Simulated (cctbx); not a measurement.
**Diagnosing a refinement**

Cell a = 8.3000 Å, b = 14.7710 Å, c = 14.1180 Å, α = 90.00°, β = 92.48°, γ = 90.00°; space group P2_1/c (no. 14). The compound is SrCoPbI7.

Simulated single-crystal data (cctbx): Cu Kα, λ = 1.54184 Å, to d = 0.83 Å, 80 % of the full sphere, strongest reflection 20000 counts, noise from counting, a 4 % proportional error and a noise floor of 2 counts (s.d.); no absorption, and some extinction, which the refinements don't model.

An isotropic refinement with weights 1/σ² prints:

```text
Rint 0.039, 3153 unique reflections to 0.83 A
cycle     R1     wR2    GooF  max shift (A)
   1  0.1064  0.2793   5.611   0.03943
  12  0.0202  0.0556   1.118   0.00056
final R1 0.0202 wR2 0.0556 GooF 1.118  parameters 44  data/parameter 71.7
atom        x        y        z      Ueq    occ   su(xyz)  su(Uiso or U11)
Pb1    0.70401  0.58518  0.82260   0.0159  1.000  0.00003  0.0001
I1     0.53261  0.79124  0.75779   0.0192  1.000  0.00006  0.0001
I2     0.34488  0.53981  0.86817   0.0182  1.000  0.00005  0.0001
I3     0.71548  0.70210  0.02463   0.0145  1.000  0.00005  0.0001
I4     0.62083  0.53721  0.61199   0.0180  1.000  0.00005  0.0001
I5     0.99584  0.72732  0.75624   0.0169  1.000  0.00005  0.0001
I6     0.09193  0.91774  0.60640   0.0163  1.000  0.00005  0.0001
I7     0.09539  0.04300  0.14546   0.0146  1.000  0.00005  0.0001
Sr1    0.72008  0.17411  0.99395   0.0215  1.000  0.00008  0.0001
Co1    0.18977  0.12205  0.31281   0.0228  1.000  0.00015  0.0003
Co2    0.35676  0.24020  0.70977   1.0000  1.000  0.00430  0.0261
difference map: max 0.91 min -1.48 rms 0.26
Q1    0.1902  0.0517  0.4491    4    0.97  2.19 A from Co1
Q2    0.1165  0.5068  0.4890    4    0.93  2.34 A from I7
Q3    0.1529  0.0839  0.6208    4    0.86  1.40 A from Pb1
Q4    0.4658  0.5543  0.4010    4    0.84  1.54 A from I4
Q5    0.1813  0.6189  0.5856    4    0.83  1.64 A from Sr1
Q6    0.1298  0.2207  0.3919    4    0.81  1.73 A from I3
```

**Question.** Can this result stand? If not, what is the likely fault?

Mend it. The fault: spurious atom: Co2. Against the right model at the same level, R1 goes from 0.0188 to 0.0202 and GooF from 0.90 to 1.12 and Co2 takes U = the program's ceiling. A site with no density behind it hides by a very large U or drifts.

The compound is SrCoPbI7. The right model at the same level gives:

```text
Rint 0.039, 3153 unique reflections to 0.83 A
cycle     R1     wR2    GooF  max shift (A)
   1  0.2244  0.5239  10.516   0.09707
   2  0.0188  0.0449   0.901   0.00010
final R1 0.0188 wR2 0.0449 GooF 0.901  parameters 40  data/parameter 78.8
atom        x        y        z      Ueq    occ   su(xyz)  su(Uiso or U11)
Pb1    0.70400  0.58520  0.82261   0.0161  1.000  0.00003  0.0001
I1     0.53265  0.79121  0.75779   0.0193  1.000  0.00004  0.0001
I2     0.34488  0.53982  0.86819   0.0184  1.000  0.00004  0.0001
I3     0.71547  0.70210  0.02462   0.0147  1.000  0.00004  0.0001
I4     0.62083  0.53720  0.61198   0.0182  1.000  0.00004  0.0001
I5     0.99585  0.72732  0.75624   0.0171  1.000  0.00004  0.0001
I6     0.09193  0.91775  0.60639   0.0164  1.000  0.00004  0.0001
I7     0.09540  0.04301  0.14545   0.0147  1.000  0.00004  0.0001
Sr1    0.72006  0.17409  0.99397   0.0217  1.000  0.00007  0.0001
Co1    0.18981  0.12209  0.31278   0.0230  1.000  0.00012  0.0002
difference map: max 0.86 min -0.84 rms 0.22
Q1    0.1922  0.0516  0.4492    4    0.91  2.19 A from Co1
Q2    0.1465  0.1882  0.2819    4    0.91  1.12 A from Co1
Q3    0.1577  0.0861  0.6210    4    0.81  1.37 A from Pb1
Q4    0.2789  0.7083  0.8624    4    0.81  2.55 A from I2
Q5    0.1181  0.5073  0.4890    4    0.80  2.35 A from I7
Q6    0.4645  0.5536  0.4008    4    0.80  1.52 A from I4
```

Isotropic U is held between 0.0001 and 1 Å² by the program, and listed peak heights are interpolated, so they can pass the grid's maximum.

This is a model crystal, built by substitution and not relaxed, with assumed displacement parameters.

[Middle refinement cycles are left out of these outputs.]

[Logs are printed without paths, hosts, clocks, repeated set-up lines and the standing remarks that a program may print on its own settings, such as how far it seeks lower states.]
